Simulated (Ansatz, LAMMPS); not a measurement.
## Electronic structure of ionic liquid ethylpyridinium Br- with water at 450 K (195 atoms)

What does DFT give for ionic liquid ethylpyridinium Br- with water at 450 K (195 atoms) as built?

Program: Ansatz 0.2.0. Level of theory: Kohn-Sham DFT, PBE+D3(BJ), PAW (set soft_2), plane waves. Results are calculated unless marked as measured.

## Step 1: Set-up

The cell holds 195 atoms: 63 C, 9 N, 106 H, 8 O and 9 Br. Cell: a = 12.890 Å, b = 12.890 Å, c = 12.890 Å, α = 90.0°, β = 90.0°, γ = 90.0°. 9 ethylpyridinium, 9 Br-, 8 H2O placed at random, at 1.42 g/cm³; overlaps pushed apart, then 10 ps at 700 K with Joung-Cheatham ions (J. Phys. Chem. B 112, 9020 (2008)); MMFF94 bonds, angles, torsions, charges and radii (Halgren, J. Comput. Chem. 17, 490 (1996)) in harmonic and 12-6 forms; SPC/E water (Berendsen, Grigera and Straatsma, J. Phys. Chem. 91, 6269 (1987)); charges of ions scaled by 0.8. Snapshot after 30 ps at 450 K and fixed volume.

Limits known from the start: The network of contacts between molecules at the start is that of the classical potential that made the cell, and needn't be the one that DFT or experiment would give. The density was typed from a rule of thumb and may lie off the real one at this temperature. The Brillouin zone is sampled at Γ only, in a cell whose shortest periodic width is 13 Å.

## Step 2: How the cell was made

A classical potential makes the cell, at a small fraction of what the same run would cost in DFT.

This step: classical MD, Joung-Cheatham ions (J. Phys. Chem. B 112, 9020 (2008)); MMFF94 bonds, angles, torsions, charges and radii (Halgren, J. Comput. Chem. 17, 490 (1996)) in harmonic and 12-6 forms; SPC/E water (Berendsen, Grigera and Straatsma, J. Phys. Chem. 91, 6269 (1987)); charges of ions scaled by 0.8 (LAMMPS 22 Jul 2025 - Update 4).

The input, in.lmp:

```
# ionic liquid ethylpyridinium Br- with water
units real
atom_style full
boundary p p p
bond_style harmonic
angle_style harmonic
dihedral_style opls
improper_style harmonic
special_bonds lj 0 0 0.5 coul 0 0 0.75
read_data data.lmp
neigh_modify delay 0 every 1 check yes one 4000
comm_modify cutoff 12.0
timestep 0.5
thermo_style custom step time temp pe press density
thermo_modify norm yes
# push overlapping molecules apart
pair_style soft 2.6
pair_coeff * * 0.0
variable a equal ramp(1,60)
fix ad all adapt 1 pair soft a * * v_a
velocity all create 700 408078 mom yes dist gaussian
fix lim all nve/limit 0.03
fix lan all langevin 700 700 50 408079 zero yes
thermo 1000
run 3000 post no
unfix ad
pair_style lj/cut/coul/long 9.0
pair_modify mix arithmetic tail yes
pair_coeff 1 1 0.0678 3.3680   # C
pair_coeff 2 2 0.0721 3.1460   # N
pair_coeff 3 3 0.0678 3.5860   # C
pair_coeff 4 4 0.0216 2.5400   # H
pair_coeff 5 5 0.1553 3.1660   # O
pair_coeff 6 6 0.0000 1.0000   # H
# [... 20 lines left out ...]
compute msd all msd com yes
thermo 7500
fix md all nvt temp 450 450 100
run 30000 post no
print "== T450: mean square displacement over the hold $(c_msd[4]:%.2f) A^2"
unfix md
uncompute msd
write_dump all custom T450.dump id type xs ys zs modify sort id
```

Run with:

```
lmp -in in.lmp -log none -nocite
```

Numbers of over 12 decimals in the logs are rounded to 6 here.

The program printed:

```text
LAMMPS (22 Jul 2025 - Update 4)
Reading data file ...
  orthogonal box = (0 0 0) to (12.89026 12.89026 12.89026)
  195 atoms
  orthogonal box = (0 0 0) to (12.89026 12.89026 12.89026)
  178 bonds
  278 angles
  297 dihedrals
  54 impropers
   Step          Time           Temp          PotEng         Press         Density
         0   0              700            0.12325506    -9010.4173      1.4239994
      1000   500            592.8614       1.7311652      11133.081      1.4239994
      2000   1000           581.68243      1.7154872      18535.79       1.4239994
      3000   1500           529.72881      2.0041463      26719.132      1.4239994
Loop time of 0.39574 s on 1 MPI rank(s) for 3000 steps with 195 atoms
PPPM initialization ...
  G vector (1/distance) = 0.27269406
  grid = 6 6 6
  estimated relative force accuracy = 6.2023073e-05
   Step          Time           Temp          PotEng         Press         Density
      3000   1500           529.72881      8.9596361      218439.13      1.4239994
      3100   1550           529.72881     -2.3455153      23871.401      1.4239994
      3200   1600           529.72881     -2.6337029      19533.993      1.4239994
      3300   1650           529.72881     -2.77286        19347.583      1.4239994
Loop time of 0.599633 s on 1 MPI rank(s) for 300 steps with 195 atoms
[... 2 lines left out ...]
  Energy initial, next-to-last, final =
       8.9596360923926  -2.77209387835245   -2.7728599787147
  Force two-norm initial, final = 4697.651 17.212759
  Iterations, force evaluations = 300 583
   Step          Time           Temp          PotEng         Press         Density
         0   0              700           -2.77286        21449.062      1.4239994
      1000   500            583.15198     -1.2075782      20555.553      1.4239994
      2000   1000           569.04691     -1.2181569      26969.033      1.4239994
Loop time of 1.34856 s on 1 MPI rank(s) for 2000 steps with 195 atoms
   Step          Time           Temp          PotEng         Press         Density
      2000   1000           593.52204     -1.2676217      25658.297      1.4239994
[... 5 lines left out ...]
Loop time of 7.41589 s on 1 MPI rank(s) for 10000 steps with 195 atoms
   Step          Time           Temp          PotEng         Press         Density
[... 4 lines left out ...]
Loop time of 3.78557 s on 1 MPI rank(s) for 5000 steps with 195 atoms
   Step          Time           Temp          PotEng         Press         Density
[... 2 lines left out ...]
     30000   29000          449.37758     -1.7044787      13524.49       1.4239994
     37500   36500          417.07092     -1.6385983      18837.617      1.4239994
     45000   44000          542.34228     -1.6737321      19739.908      1.4239994
     47000   46000          453.3704      -1.7821167      16915.159      1.4239994
Loop time of 27.0887 s on 1 MPI rank(s) for 30000 steps with 195 atoms
== T450: mean square displacement over the hold 4.52 A^2
```

The job ended after 41 s (1 thread of Intel Xeon Platinum 8488C (Sapphire Rapids), shared host; peak memory 0.13 GiB).

The input also reads data.lmp (atoms, bonds and types; not printed here).

## Step 3: Plane-wave single point

One self-consistent run at the given positions yields energy and forces.

The input, input.yaml:

```yaml
crystal:
  lattice:
    - [12.89026, 0.0, 0.0]
    - [0.0, 12.89026, 0.0]
    - [0.0, 0.0, 12.89026]
  atoms:
    - { symbol: C, position: [0.7158, 0.08442, 0.00077] }
    - { symbol: C, position: [0.78229, 0.98869, 0.98268] }
    - { symbol: "N", position: [0.75913, 0.91133, 0.05839] }
    - { symbol: C, position: [0.82509, 0.89704, 0.13724] }
    - { symbol: C, position: [0.82207, 0.81972, 0.20218] }
    - { symbol: C, position: [0.73924, 0.75194, 0.19129] }
    - { symbol: C, position: [0.67185, 0.76125, 0.11248] }
    - { symbol: C, position: [0.67889, 0.84916, 0.05123] }
    - { symbol: H, position: [0.64257, 0.05823, 0.02969] }
    - { symbol: H, position: [0.70691, 0.12359, 0.92384] }
    - { symbol: H, position: [0.74402, 0.13359, 0.06768] }
    - { symbol: H, position: [0.76774, 0.94983, 0.90946] }
    - { symbol: H, position: [0.86875, 0.00328, 0.98488] }
    - { symbol: H, position: [0.88887, 0.94918, 0.1463] }
    - { symbol: H, position: [0.86445, 0.81347, 0.27008] }
    - { symbol: H, position: [0.72127, 0.69278, 0.24831] }
    - { symbol: H, position: [0.61157, 0.70372, 0.09826] }
    - { symbol: H, position: [0.63353, 0.8511, 0.9786] }
    - { symbol: C, position: [0.17161, 0.30582, 0.10418] }
    - { symbol: C, position: [0.14975, 0.38542, 0.18858] }
    - { symbol: "N", position: [0.20806, 0.3617, 0.28315] }
    - { symbol: C, position: [0.16271, 0.36511, 0.37539] }
    - { symbol: C, position: [0.2182, 0.34605, 0.46199] }
    - { symbol: C, position: [0.32896, 0.31613, 0.45333] }
    - { symbol: C, position: [0.37311, 0.30421, 0.35716] }
    - { symbol: C, position: [0.30798, 0.33134, 0.27332] }
    - { symbol: H, position: [0.10802, 0.31049, 0.05155] }
    - { symbol: H, position: [0.16809, 0.22771, 0.13173] }
    - { symbol: H, position: [0.24746, 0.30825, 0.07294] }
    - { symbol: H, position: [0.18029, 0.4599, 0.1532] }
    - { symbol: H, position: [0.06574, 0.37334, 0.19583] }
    - { symbol: H, position: [0.07748, 0.38835, 0.37983] }
    [... 157 atom lines left out ...]
    - { symbol: Br, position: [0.82415, 0.69924, 0.89291] }
    - { symbol: Br, position: [0.9742, 0.60182, 0.3109] }
    - { symbol: Br, position: [0.9462, 0.27528, 0.6413] }
    - { symbol: Br, position: [0.97297, 0.1464, 0.2453] }
    - { symbol: Br, position: [0.3765, 0.24077, 0.75292] }
    - { symbol: Br, position: [0.43774, 0.56776, 0.17536] }
kpoints:
  mp_grid: { grid: [1, 1, 1] }
hamiltonian:
  xc: pbe
  dispersion: d3bj
scf:
  occupations: { method: fermi_dirac, width: 0.05 }
output:
  forces: true
  stress: true
  populations: intrinsic
  dos:
    method: { smearing: { sigma: 0.15 } }
    de: 0.1
    projected: { site_lists: { Br: [Br], C: [C], H: [H], "N": ["N"], O: [O] } }
  eigenvalues: true
  write_density: true
  write_potential: true
  volumetric_format: npy
```

Run with:

```
ansatz run input.yaml --threads 8 --pin off --max-ram 15872MiB --backend cpu --events-out ev --progress --plain --runs-dir out
```

The program printed:

```text
Engine: ansatz 0.2.0, x86_64-unknown-linux-gnu
Pseudopotentials: kind: paw
Pseudopotential: C, paw, valence charge 4, recommended cutoff 420 eV (normal), C.paw.azcp
Pseudopotential: N, paw, valence charge 5, recommended cutoff 420 eV (normal), N.paw.azcp
Pseudopotential: H, paw, valence charge 1, recommended cutoff 420 eV (normal), H.paw.azcp
Pseudopotential: O, paw, valence charge 6, recommended cutoff 420 eV (normal), O.paw.azcp
Pseudopotential: Br, paw, valence charge 7, recommended cutoff 420 eV (normal), Br.paw.azcp
[... 5 lines on functional and potentials left out ...]
Crystal: 195 atoms, lattice volume = 2141.830 Å³
Basis set: ecut = 420 eV, 41851 PW (Γ), exchange–correlation on 180×180×180 points (8 copies of the dense FFT grid, shifted against one another)
Bands: 452, of which v1, the nominal top of the filled ones, is band 257 counted from 1 (256 counted from 0)
Symmetry: 1 space group operations
Space group: P1 (ITA 1), of the structure as read, at distance tolerance 1.3e-4 Å
k-points: 1
[... 11 lines on functional and potentials left out ...]
Initial density: superposition of atomic densities (neutral atoms: chi_scale 0, normalization atom), corrected by the library's trained network
Initial wavefunctions: pseudopotential atomic-orbital guess
Functional: x = pbe(κ = 0.804, μ = 0.219515), c = pbe(β = 0.066725)
SCF iter   1: F=—  HF=-50559.581076 eV  |F-HF|=—  |Δ(HF+E_count)|=         —  Δρ=5.64e-3  dr2=1.83e0  ethr=1.77e-3  ⟨swp⟩=6.0  Hψ=2151  notcnv=0  defer=94
preconditioner: auto → Resta (q_TF=auto, 2.151 Å⁻¹)  ε∞=2.4  [insulator: Δε(μ)=2.209 eV  Ē_g=14.864 eV  σ=0.050 eV  W_gap=1.00  n_scr=364 (ndim 8)  ℏωp=17.8 eV  f_vac=0.147  D(μ)=0.00/eV (n_scr^D=0)  ε∞_Penn≈2.4]
SCF iter   2: F=—  HF=-50559.057411 eV  |F-HF|=—  |Δ(HF+E_count)|=   5.24e-1  Δρ=2.80e-3  dr2=2.95e-1  ethr=3.55e-4  ⟨swp⟩=3.0  Hψ=787  notcnv=0  defer=184
SCF iter   3: F=—  HF=-50558.968041 eV  |F-HF|=—  |Δ(HF+E_count)|=   8.94e-2  Δρ=1.29e-3  dr2=6.05e-2  ethr=5.74e-5  ⟨swp⟩=2.0  Hψ=482  notcnv=0  defer=184
SCF iter   4: F=—  HF=-50558.954680 eV  |F-HF|=—  |Δ(HF+E_count)|=   1.34e-2  Δρ=6.13e-4  dr2=1.00e-2  ethr=1.18e-5  ⟨swp⟩=2.0  Hψ=794  notcnv=0  defer=177
SCF iter   5: F=—  HF=-50558.953700 eV  |F-HF|=—  |Δ(HF+E_count)|=   9.80e-4  Δρ=2.09e-4  dr2=1.02e-3  ethr=1.95e-6  ⟨swp⟩=2.0  Hψ=531  notcnv=0  defer=177
SCF iter   6: F=—  HF=-50558.953952 eV  |F-HF|=—  |Δ(HF+E_count)|=   2.52e-4  Δρ=8.72e-5  dr2=1.87e-4  ethr=1.99e-7  ⟨swp⟩=2.0  Hψ=531  notcnv=0  defer=177
SCF iter   7: F=—  HF=-50558.953992 eV  |F-HF|=—  |Δ(HF+E_count)|=   3.96e-5  Δρ=2.56e-5  dr2=1.47e-5  ethr=3.63e-8  ⟨swp⟩=2.0  Hψ=531  notcnv=0  defer=177
SCF iter   8: F=—  HF=-50558.954125 eV  |F-HF|=—  |Δ(HF+E_count)|=   1.33e-4  Δρ=1.08e-5  dr2=2.57e-6  ethr=2.85e-9  ⟨swp⟩=2.0  Hψ=531  notcnv=0  defer=177
SCF iter   9: F=—  HF=-50558.954127 eV  |F-HF|=—  |Δ(HF+E_count)|=   1.77e-6  Δρ=3.75e-6  dr2=3.30e-7  ethr=5.01e-10  ⟨swp⟩=2.0  Hψ=530  notcnv=0  defer=177
SCF iter  10: F=-50558.954127 eV  HF=-50558.954127 eV  |F-HF|=2.93e-8  |Δ(HF+E_count)|=   1.95e-7  Δρ=1.35e-6  dr2=4.41e-8  ethr=1.95e-11  ⟨swp⟩=21.0  Hψ=4177  notcnv=0
SCF 1 converged in 10 iterations: F = -50558.954127 eV  dr2 = 4.41e-8
  greatest PAW one-centre occupation: 0.914 electrons in one spin orbital (limit 2), on the Br atom at site 186 (counted from 0), in its partial waves of l = 0
SCF converged after 10 iterations
Free energy (F): -50558.954127 eV
Harris-Foulkes:  -50558.954127 eV  (|F-HF|=2.93e-8)
Internal energy: -50558.954122 eV  (E = F + TS)
E sigma→0 (E₀):  -50558.954124 eV
Entropy (-TS):   -0.000005 eV (-0.000 meV/atom)
Fermi energy:    1.317711 eV
--- Per-component energies (eV) ---
  E_band       = -3771.688674
  E_kinetic    = 10982.000510
  E_local      = -31958.990990  (includes V_loc(G=0)·N_el)
  E_nonlocal   = 3345.238091
  E_hartree    = 11125.912447
  E_xc         = -7466.682986
  E_vxc        = -7312.258136  (∫ρ·V_xc dr)
  E_paw        = -28960.792070  (= ΣΔE_a)
  E_vpaw       = -1079.384287  (= ΣTr[D̂ρ^β])
  E_aug_tail   = -0.120965  (compensation charges beyond the density's cutoff)
  E_ewald      = -7613.190786
  E_disp       = -12.327373  (pairwise vdW)
  E_smearing   = -0.000005  (= −TS)
  E_closure    = -0.000000  (closes the sum)
  Σ components = -50558.954127   (vs F -50558.954127, Δ=0.00e0)
--- Forces (eV/Å), atoms counted from 1 ---
  atom   1  C      0.99256260     0.49631037    -0.10496507
  atom   2  C      1.14360136     0.93956951    -0.51576632
  atom   3  N      0.68595774    -0.16028257     1.37518710
  atom   4  C      2.13352161     2.65756552    -1.26781283
  atom   5  C     -2.52672714    -2.50561424     1.45609970
  atom   6  C      0.09886813    -1.26395416     1.83210428
  atom   7  C     -1.43599065     0.51791794    -0.92557442
  atom   8  C     -1.18250741    -1.92902761    -2.55163965
  atom   9  H     -0.99235329    -0.20714911    -0.07226188
  atom  10  H      0.05072439    -0.02096104     1.18129449
  atom  11  H      0.15784901    -0.30014959    -1.07322788
  atom  12  H     -0.22535066     0.16068462    -0.55885647
  atom  13  H     -1.19410199     0.01016416     0.02003275
  atom  14  H      0.37596876     1.04545594    -0.32569076
[...]
atom 194  Br     0.12809356     0.04440151    -0.10201636
  atom 195  Br     0.16027261    -0.06185573    -0.17392528
  max |Σ_I F_I| component: 7.15e-5 eV/Å
--- Stress (GPa, compression-positive) ---
        1.214552       0.561103      -0.345236
        0.561104       1.115344      -0.148440
       -0.345237      -0.148440       1.978146
  P = ⅓ Tr σ = 1.4360 GPa (14.360 kbar)
--- Band table (eV) ---
  k-point 0: bands = ["-21.0608", "-21.0085", "-20.9792", "-20.8454", [... 436 levels ...], "11.0833", "11.0886", "11.1084", "11.1449", "11.1877", "11.2029", "11.2425", "11.2610", "11.3166", "11.3182", "11.3490", "11.3770"]
--- intrinsic populations: 195 sites ---
  site symbol       q [e]
     0      C      4.4906
     1      C      4.2019
     2      N      4.9312
[...]
194     Br      7.7923
  spilling = -0.000000 (of n_electrons = 514.000000)
```

Run time: 13 s. Hardware: 8 threads of Intel Xeon Platinum 8488C (Sapphire Rapids), shared host; peak memory 3.1 GiB.

In the SCF lines HF is the Harris–Foulkes energy and dr2 the Hartree energy of the density residual, in eV; the loop may stop once dr2 is under the threshold and the program's other checks hold. Hψ counts applications of the Hamiltonian.

Numbers from this run:

- free energy: -50558.9541 eV
- free energy per atom: -259.2767 eV/atom
- SCF cycles: 10
- pressure: 1.436 GPa
- r.m.s. force component: 1.026 eV/Å
- longest force: 4.541 eV/Å
- Fermi energy: 1.318 eV
- gap (highest filled to lowest empty level): 1.384 eV

Neighbours are counted within 1.34 Å (H-C), 1.21 Å (H-O), 1.85 Å (C-C), 1.79 Å (C-N).

Length of the force by element and coordination:

```
element  coordination  atoms  mean length of the force (eV/Å)  spread  least   most
     Br           all      9                            0.241   0.092  0.104  0.412
      C           all     63                             2.31   0.886  0.472   4.54
      C             3     45                             2.37   0.863  0.773   4.54
      C             4     18                             2.14   0.920  0.472   3.62
      H           all    106                             1.19   0.609  0.281   3.19
      N           all      9                             1.81   0.909  0.820   3.23
      O           all      8                            0.611   0.331  0.224   1.26
```

Intrinsic-atomic-orbital charges by element and coordination:

```
element  coordination  atoms  mean charge (e)  spread   least     most
     Br           all      9           -0.760  0.0374  -0.808   -0.674
      C           all     63           -0.179   0.153  -0.569  -0.0094
      C             3     45           -0.104  0.0595  -0.185  -0.0094
      C             4     18           -0.366   0.154  -0.569   -0.190
      H           all    106            0.227  0.0591   0.163    0.381
      N           all      9           0.0563   0.007  0.0434   0.0688
      O           all      8           -0.806  0.0134  -0.834   -0.783
```

Density of states as counts of states in windows of 1 eV (from the Fermi level), total and the larger projections:

```
from (eV)  to (eV)  total   C p   H s  Br p   O p  N p  C s
      -14      -13   26.5   5.9   2.3   0.0   0.0  2.6  4.9
      -13      -12   28.2   7.4   3.3   0.0   0.0  2.6  7.1
      -12      -11   17.4   6.1   3.9   0.0   0.0  1.8  4.9
      -11      -10    4.0   2.2   1.0   0.0   0.0  0.2  0.5
      -10       -9   29.7  19.1   4.8   0.0   0.1  2.4  2.5
       -9       -8   45.9  18.4  11.1   0.1   7.0  4.9  3.2
       -8       -7   46.9  25.6   9.9   0.1   3.6  5.5  1.2
       -7       -6   25.5  17.7   6.3   0.0   0.2  0.7  0.2
       -6       -5   56.3  37.8  14.0   0.1   0.9  2.3  0.4
       -5       -4   42.4  19.9   9.5   0.4   8.7  2.1  0.2
       -4       -3   33.3  24.0   2.3   0.3   3.8  2.1  0.1
       -3       -2   15.8   0.7   0.1   0.4  14.4  0.0  0.0
       -2       -1   41.4   0.9   0.5  38.2   1.2  0.1  0.2
       -1        0   12.8   0.2   0.1  12.1   0.3  0.0  0.0
        0        1   10.9   7.8   0.2   0.2   0.0  2.4  0.1
        1        2   22.4  19.2   0.3   0.2   0.0  1.6  0.2
        2        3    2.8   2.5   0.1   0.0   0.0  0.0  0.0
        3        4    8.5   1.0   3.9   0.1   0.1  0.0  1.0
        4        5   37.5   8.8  12.3   0.4   0.4  0.5  3.3
```

Between -23 and -14 eV lie 88 more states.

The levels nearest the highest filled one (over half full), pooled over k-points and spins:

```
level less the highest filled one (eV)  occupation
                                -0.258           2
                                -0.196           2
                                -0.191           2
                                -0.134           2
                                -0.007           2
                                     0           2
                                  1.38           0
                                  1.44           0
                                  1.49           0
                                  1.54           0
                                  1.69           0
                                  1.78           0
```

Valence density in the ac plane at fractional y = 0.072, with atoms of C and H and N and O within 0.2 Å of it. It is the smooth field of the valence electrons, not physical close to the nuclei.

Ten steps, logarithmic in the rise over the least value, from '0' (0.0 e/Å³) to '9' (6.0 e/Å³), each cell a mean:
```
455667776433210013443224666643211012
123456666544321136786322354421111111
001123443333321247998421122111234421
100000111111100246776310000002478753
100000000000000112332101222112589864
100000000000000000000013565211356642
000000111100000000000124676421112210
011101233321111100001246776531000000
244321345544332100001346676542100000
367644456554443210002344445432100001
467767887533444321012333333332100001
467667887433455532112345665431000001
345544677655665432111357887421000001
122223677777765321001247886420000000
000124676666765310001235776431000000
110013543234565311123346777763100111
321001111001233101244456666653112233
432100000000000001123344332221112445
432100000000001111111222110000012345
321000000000012232211010000000011233
110000000000112333211000000000000111
111100000000012232210012222210000000
333332221100001111111245555432100001
666555554311000001111256777643211013
```
Columns run along a (12.9 Å), rows up along c (12.9 Å). Atoms in or near the plane, at fractional coordinates: C at (0.72, 0.00), H at (0.64, 0.03), C at (0.18, 0.96), H at (0.02, 0.01), C at (0.22, 0.43), H at (0.38, 0.35), C at (0.69, 0.34), N at (0.68, 0.46), C at (0.69, 0.67), H at (0.77, 0.33), H at (0.70, 0.75), O at (0.52, 0.89).

[end of part 1 of 2]

[Logs are printed without paths, hosts, clocks, repeated set-up lines and the standing remarks that a program may print on its own settings, such as how far it seeks lower states.]

[Hosts, paths, dates, database ids (printed as entryN), source tags and the programs' standing remarks are cut or masked in the printed files.]

[The MMFF94 radii named for the starting cell were scaled by 0.96; in molecules described by MMFF94, hydrogen bound to N, O or S took a small fixed 12-6 site in their place.]
